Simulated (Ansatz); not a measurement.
# A frame of liquid (K,Li)2CO3 from 900 K (108 atoms): geometry optimisation, part 3 of 4

How does a frame of liquid (K,Li)2CO3 from 900 K (108 atoms) relax, and what do bonds, charges and levels look like afterwards?

Ansatz 0.2.0; Kohn-Sham DFT, PBE, PAW (set soft_2), plane waves.

The cell: 18 C, 54 O, 14 K and 22 Li. The network of bonds at the start is that of the classical potential that made the cell. Only the Γ point is sampled, in a cell whose shortest periodic width is 12 Å.

So far, density (g/cm³): step 4 (distances and neighbours after relaxation) 1.94.

### Step 5. Single point at the relaxed geometry

One more single point at the end of the walk gives the fuller output and checks the residual forces.

Contents of input.yaml:

```yaml
crystal:
  lattice:
    - [11.50726, 0.0, 0.0]
    - [0.0, 11.50726, 0.0]
    - [0.0, 0.0, 11.50726]
  atoms:
    - { symbol: C, position: [0.53268, 0.84481, 0.63676] }
    - { symbol: O, position: [0.63145, 0.82346, 0.68912] }
    - { symbol: O, position: [0.53201, 0.92451, 0.5567] }
    - { symbol: O, position: [0.4402, 0.78612, 0.66184] }
    - { symbol: C, position: [0.58004, 0.23404, 0.10279] }
    - { symbol: O, position: [0.54971, 0.30755, 0.02301] }
    - { symbol: O, position: [0.54455, 0.24582, 0.20952] }
    - { symbol: O, position: [0.64612, 0.14757, 0.07403] }
    - { symbol: C, position: [0.45104, 0.85906, 0.23878] }
    - { symbol: O, position: [0.37062, 0.82817, 0.31222] }
    - { symbol: O, position: [0.48348, 0.78693, 0.15885] }
    - { symbol: O, position: [0.49529, 0.96183, 0.24798] }
    - { symbol: C, position: [0.29864, 0.48841, 0.22992] }
    - { symbol: O, position: [0.24729, 0.57085, 0.28453] }
    - { symbol: O, position: [0.24398, 0.39216, 0.20754] }
    - { symbol: O, position: [0.40852, 0.49916, 0.19866] }
    - { symbol: C, position: [0.31733, 0.11288, 0.52242] }
    - { symbol: O, position: [0.27203, 0.00968, 0.53291] }
    - { symbol: O, position: [0.39323, 0.13217, 0.44201] }
    - { symbol: O, position: [0.28473, 0.19642, 0.59203] }
    - { symbol: C, position: [0.79413, 0.15449, 0.76093] }
    - { symbol: O, position: [0.79138, 0.04152, 0.78626] }
    - { symbol: O, position: [0.87687, 0.19063, 0.69508] }
    - { symbol: O, position: [0.71402, 0.22171, 0.8007] }
    - { symbol: C, position: [0.06565, 0.87711, 0.6925] }
    - { symbol: O, position: [0.15464, 0.81133, 0.6664] }
    - { symbol: O, position: [0.02935, 0.88318, 0.79904] }
    - { symbol: O, position: [0.0118, 0.93259, 0.61126] }
    - { symbol: C, position: [0.71827, 0.68956, 0.37692] }
    - { symbol: O, position: [0.74833, 0.78721, 0.42634] }
    - { symbol: O, position: [0.61099, 0.66775, 0.35398] }
    - { symbol: O, position: [0.80063, 0.61692, 0.35027] }
    - { symbol: C, position: [0.79261, 0.87707, 0.04377] }
    - { symbol: O, position: [0.72271, 0.8336, 0.96578] }
    - { symbol: O, position: [0.75216, 0.88737, 0.15006] }
    - { symbol: O, position: [0.89798, 0.90355, 0.01915] }
    - { symbol: C, position: [0.07632, 0.91114, 0.30102] }
    - { symbol: O, position: [0.96581, 0.91584, 0.29666] }
    - { symbol: O, position: [0.141, 0.0035, 0.28657] }
    - { symbol: O, position: [0.12761, 0.81191, 0.3243] }
    - { symbol: C, position: [0.07458, 0.21331, 0.93914] }
    - { symbol: O, position: [0.05786, 0.31472, 0.98651] }
    - { symbol: O, position: [0.166, 0.19508, 0.87609] }
    - { symbol: O, position: [0.00043, 0.13048, 0.95749] }
    - { symbol: C, position: [0.92386, 0.36364, 0.26151] }
    - { symbol: O, position: [0.81641, 0.34888, 0.22932] }
    - { symbol: O, position: [0.97482, 0.29169, 0.33114] }
    - { symbol: O, position: [0.98249, 0.45281, 0.22322] }
    - { symbol: C, position: [0.1445, 0.49434, 0.58676] }
    - { symbol: O, position: [0.13816, 0.42114, 0.50123] }
    - { symbol: O, position: [0.05637, 0.55228, 0.62474] }
    - { symbol: O, position: [0.24649, 0.50932, 0.63704] }
    - { symbol: C, position: [0.75003, 0.09502, 0.43163] }
    - { symbol: O, position: [0.72143, 0.1968, 0.46574] }
    - { symbol: O, position: [0.79552, 0.01861, 0.50099] }
    - { symbol: O, position: [0.73455, 0.06638, 0.32296] }
    - { symbol: C, position: [0.6493, 0.57251, 0.99963] }
    - { symbol: O, position: [0.65753, 0.59057, 0.11285] }
    - { symbol: O, position: [0.54493, 0.57011, 0.95488] }
    - { symbol: O, position: [0.73987, 0.55789, 0.93682] }
    - { symbol: C, position: [0.56352, 0.42433, 0.46888] }
    - { symbol: O, position: [0.6239, 0.41301, 0.37366] }
    - { symbol: O, position: [0.45037, 0.41051, 0.45984] }
    - { symbol: O, position: [0.6115, 0.44455, 0.56686] }
    - { symbol: C, position: [0.43163, 0.04413, 0.83235] }
    - { symbol: O, position: [0.43374, 0.15578, 0.8159] }
    - { symbol: O, position: [0.52139, 0.99234, 0.87411] }
    - { symbol: O, position: [0.33594, 0.98728, 0.80775] }
    - { symbol: C, position: [0.17618, 0.65822, 0.98756] }
    - { symbol: O, position: [0.20936, 0.73818, 0.05979] }
    - { symbol: O, position: [0.22164, 0.65268, 0.88425] }
    - { symbol: O, position: [0.09608, 0.58357, 0.01668] }
    - { symbol: K, position: [0.91682, 0.10671, 0.17192] }
    - { symbol: K, position: [0.22509, 0.41851, 0.85643] }
    - { symbol: K, position: [0.39391, 0.64658, 0.4708] }
    - { symbol: K, position: [0.96068, 0.68412, 0.18943] }
    - { symbol: K, position: [0.60507, 0.59269, 0.73427] }
    - { symbol: K, position: [0.55254, 0.2121, 0.62196] }
    [... 24 atom lines left out ...]
    - { symbol: Li, position: [0.18125, 0.65614, 0.722] }
    - { symbol: Li, position: [0.68902, 0.26166, 0.31274] }
    - { symbol: Li, position: [0.66954, 0.9282, 0.82839] }
    - { symbol: Li, position: [0.26863, 0.14401, 0.7606] }
    - { symbol: Li, position: [0.72473, 0.49891, 0.26301] }
    - { symbol: Li, position: [0.30317, 0.89784, 0.66308] }
kpoints:
  mp_grid: { grid: [1, 1, 1] }
hamiltonian:
  xc: pbe
scf:
  occupations: { method: fixed }
output:
  forces: true
  stress: true
  populations: true
  dos:
    method: { smearing: { sigma: 0.08 } }
    de: 0.1
    projected: { site_lists: { C: [C], K: [K], Li: [Li], O: [O] } }
  eigenvalues: true
  write_density: true
  write_potential: true
  volumetric_format: npy
  elf: true
```

Run with:

```bash
> ansatz run input.yaml --threads 4 --pin off --max-ram 8192MiB --backend cpu --events-out ev --progress --plain --runs-dir out
```

Numbers of over 12 decimals in the logs are rounded to 6 here.

Output:

```text
[...]
Crystal: 108 atoms, lattice volume = 1523.757 Å³
Basis set: ecut = 420 eV, 29711 PW (Γ), exchange–correlation on 160×160×160 points (8 copies of the dense FFT grid, shifted against one another)
Bands: 402, of which v1, the nominal top of the filled ones, is band 294 counted from 1 (293 counted from 0)
Symmetry: 1 space group operations
[...]
k-points: 1
[...]
SCF iter   1: F=—  HF=-61253.689456 eV  |F-HF|=—  |Δ(HF+E_count)|=         —  Δρ=1.82e-3  dr2=6.21e-2  ethr=1.77e-3  ⟨swp⟩=5.0  Hψ=1393  notcnv=0  defer=106
[...]
SCF iter   9: F=-61253.695591 eV  HF=-61253.695591 eV  |F-HF|=3.75e-9  |Δ(HF+E_count)|=   5.09e-9  Δρ=2.18e-6  dr2=6.77e-8  ethr=1.70e-11  ⟨swp⟩=19.0  Hψ=3930  notcnv=0
SCF 1 converged in 9 iterations: F = -61253.695591 eV  dr2 = 6.77e-8
[...]
WARN: The input density's exchange-correlation potential varies sharply where the density is thin. Do not read a vacuum level from v_tot or v_xc, or from such a field of the output density. On a cell that repeats whose density bears no net charge and no dipole along the vacuum's axis use v_es (v_loc + v_h of the components); [...]
SCF converged after 9 iterations
Free energy (F): -61253.695591 eV
[...]
Internal energy: -61253.695591 eV  (E = F + TS)
E sigma→0 (E₀):  -61253.695591 eV
Fermi energy:    2.386482 eV
[...]
--- Forces (eV/Å), atoms counted from 1 ---
  atom   1  C      0.01220441    -0.00365240     0.00879788
  atom   2  O     -0.00876617     0.00165178    -0.00335617
  atom   3  O     -0.00747483     0.00281752    -0.00134650
  atom   4  O     -0.00482905     0.00488581    -0.00103567
  atom   5  C     -0.00073975    -0.00488532     0.00697563
  atom   6  O     -0.00121651     0.00395867    -0.00295286
  atom   7  O      0.00005021     0.00334705     0.00023430
  atom   8  O      0.00265750     0.00339968     0.00058897
  atom   9  C      0.01352203     0.00572189    -0.00812860
  atom  10  O     -0.00987699     0.00120640     0.00117245
  atom  11  O     -0.00198678    -0.00399805     0.00708878
  atom  12  O     -0.00603602    -0.00416191     0.00098902
  atom  13  C      0.00997604     0.00306334    -0.00168955
  atom  14  O     -0.00399804     0.00301373    -0.00157604
[...]
atom 107  Li     0.00004516     0.00719936     0.00483693
  atom 108  Li     0.00227599    -0.00257806     0.00261635
  max |Σ_I F_I| component: 5.98e-5 eV/Å
--- Stress (GPa, compression-positive) ---
        0.002048      -0.014921       0.068581
       -0.014922      -0.251246       0.081246
        0.068583       0.081247      -0.135813
  P = ⅓ Tr σ = -0.1283 GPa (-1.283 kbar)
--- Band table (eV) ---
[...]
--- Löwdin populations: 108 sites ---
  site symbol       q [e]
     0      C      3.3481
     1      O      6.6692
     2      O      6.6635
[...]
107     Li      2.2347
  spilling = 0.008589 (of n_electrons = 588.000000)
```

Elapsed: 11 s, on 4 threads of Intel Xeon 6975P-C (Granite Rapids), shared host; peak memory 2.1 GiB.

The program notes that the exchange-correlation potential is rough where the density is thin.

Numbers from this run:

| Property | Result |
| --- | --- |
| free energy | -61253.6956 eV |
| free energy per atom | -567.1638 eV/atom |
| SCF cycles | 9 |
| pressure | -0.1283 GPa |
| r.m.s. force component | 0.00555 eV/Å |
| longest force | 0.0409 eV/Å |
| Fermi energy | 2.386 eV |
| gap (highest filled to lowest empty level) | 3.632 eV |
| spilling of the projection | 0.008589 |

Löwdin charges by element and coordination (they lack the spilled electrons, 0.047 e an atom on average):

| element | coordination | atoms | mean charge (e) | spread | least | most |
| --- | --- | --- | --- | --- | --- | --- |
| C | all | 18 | 0.655 | 0.0111 | 0.641 | 0.679 |
| K | all | 14 | 0.856 | 0.0116 | 0.836 | 0.877 |
| K | 5 | 4 | 0.868 | 0.0089 | 0.854 | 0.877 |
| K | 6 | 2 | 0.860 | 0.0052 | 0.855 | 0.865 |
| K | 7 | 5 | 0.849 | 0.0092 | 0.836 | 0.862 |
| K | 8 | 2 | 0.852 | 0.0052 | 0.847 | 0.857 |
| K | 9 | 1 | 0.843 | 0 | 0.843 | 0.843 |
| Li | all | 22 | 0.766 | 0.0074 | 0.756 | 0.786 |
| Li | 3 | 1 | 0.786 | 0 | 0.786 | 0.786 |
| Li | 4 | 16 | 0.767 | 0.0062 | 0.756 | 0.781 |
| Li | 5 | 5 | 0.760 | 0.0022 | 0.758 | 0.763 |
| O | all | 54 | -0.659 | 0.0244 | -0.721 | -0.613 |
| O | 4 | 34 | -0.656 | 0.0251 | -0.721 | -0.613 |
| O | 5 | 18 | -0.665 | 0.0206 | -0.692 | -0.622 |
| O | 6 | 2 | -0.651 | 0.0315 | -0.682 | -0.619 |

States in the cell by windows of 1 eV, zero at the Fermi level; the larger projections on atomic orbitals stand beside the total:

| from (eV) | to (eV) | total | O p | C p | O s | K p |
| --- | --- | --- | --- | --- | --- | --- |
| -14 | -13 | 0.0 | 0.0 | 0.0 | 0.0 | 0.0 |
| -13 | -12 | 60.2 | 0.6 | 0.1 | 0.1 | 59.2 |
| -12 | -11 | 23.8 | 0.3 | 0.0 | 0.0 | 23.4 |
| -11 | -9 | 0.0 | 0.0 | 0.0 | 0.0 | 0.0 |
| -9 | -8 | 3.2 | 1.8 | 0.0 | 0.8 | 0.0 |
| -8 | -7 | 32.8 | 18.1 | 0.2 | 9.2 | 0.2 |
| -7 | -6 | 34.4 | 22.5 | 6.6 | 3.9 | 0.1 |
| -6 | -5 | 73.6 | 46.2 | 18.4 | 6.9 | 0.3 |
| -5 | -3 | 0.0 | 0.0 | 0.0 | 0.0 | 0.0 |
| -3 | -2 | 55.8 | 52.5 | 0.1 | 0.2 | 0.1 |
| -2 | -1 | 88.2 | 85.7 | 0.1 | 0.1 | 0.2 |
| -1 | 0 | 34.5 | 33.9 | 0.0 | 0.0 | 0.0 |
| 0 | 1 | 1.6 | 1.5 | 0.0 | 0.0 | 0.0 |
| 1 | 3 | 0.0 | 0.0 | 0.0 | 0.0 | 0.0 |
| 3 | 4 | 2.0 | 0.0 | 0.0 | 0.3 | 0.0 |
| 4 | 5 | 7.9 | 0.9 | 1.3 | 0.4 | 0.0 |

The curve was stored every 0.10 eV, coarse against its broadening of 0.08 eV, so these counts are rough.

With fixed occupations the program's Fermi level is the highest filled level; weight inside the gap is the broadening of levels at its edges.

Between -26 and -14 eV lie 108 more states.

About 74 of the 588 electrons lie in deeper levels, below the stored range.

The levels nearest the highest filled one (over half full), pooled over k-points and spins:

| level less the highest filled one (eV) | occupation |
| --- | --- |
| -0.330 | 2 |
| -0.279 | 2 |
| -0.248 | 2 |
| -0.144 | 2 |
| -0.100 | 2 |
| 0 | 2 |
| 3.63 | 0 |
| 4.24 | 0 |
| 4.60 | 0 |
| 4.87 | 0 |
| 4.90 | 0 |
| 5.06 | 0 |

ELF in the ab plane at fractional z = 0.222, with atoms of O and C and K and Li within 0.2 Å of it. It is the smooth field of the valence electrons, not physical close to the nuclei.

Ten even steps from '_' (0.02 × 1e-1) to '@' (9.66 × 1e-1), each cell a mean:
```
::..::++####**==..______::++######@@##..______......______::====
++--======--::..________::++########**::____--++****--__..++####
++====--::__________::--==++==++++--..____::++##%%##==____==****
::..::::::::..____..--==++==--++++::______..==**##**==____..----
____..--==--________----::--++####++::______..------..__________
==..__..::__..**##::__..__..==**##++::__________________::++****
%%++________::@@@@++______..==++==::__________________..**%%%%%%
@@##::________..::______________::::__________________..**%%%%%%
%%++..____..--==++==..________==@@@@::__________________==##%%%%
::________==**####++::__--++--..****..____..______________::----
::..______--++**##**----##%%%%++________..________________..::::
##**--______::==++--==######%%##--__________::++::______::**%%%%
##%%**..__..::==**----######%%##--__________..--......__::**%%++
##%%**....**########==--++##**--______________..==##**--::++##++
**++::__::##%%**++##++....::..________________==%%%%####++++####
::..____..**%%%%%%%%**..________::====::______++%%##==**##++++++
::________::==++++==::______--**%%%%%%**--____--##%%%%##++======
::..______________..::::..__==%%%%**##%%++..__..==##**==......::
______________::++##%%%%**..::##%%##%%%%++________....__________
____________..++%%%%##%%%%==__==##%%##++..____________::++**++::
--____________==%%%%##%%%%++____::--::..______....__..**%%%%%%##
--__..====::__..++%%%%%%**::________________..::::__..**%%@@%%%%
____--######==..__--==--..__::====--__..==::__::::____--######==
____--##%%%%##==________..==##%%%%##--..##==____________......__
```
Columns run along a (11.5 Å), rows up along b (11.5 Å). Atoms in or near the plane, at fractional coordinates: O at (0.54, 0.25), C at (0.45, 0.86), C at (0.30, 0.49), O at (0.24, 0.39), O at (0.82, 0.35), O at (0.98, 0.45), K at (0.32, 0.16), Li at (0.25, 0.73), Li at (0.52, 0.63).

(Part 3 of 4 ends here.)

[Logs are printed without paths, hosts, clocks, repeated set-up lines and the standing remarks that a program may print on its own settings, such as how far it seeks lower states.]

[Hosts, paths, dates, database ids (printed as entryN), source tags and the programs' standing remarks are cut or masked in the printed files.]
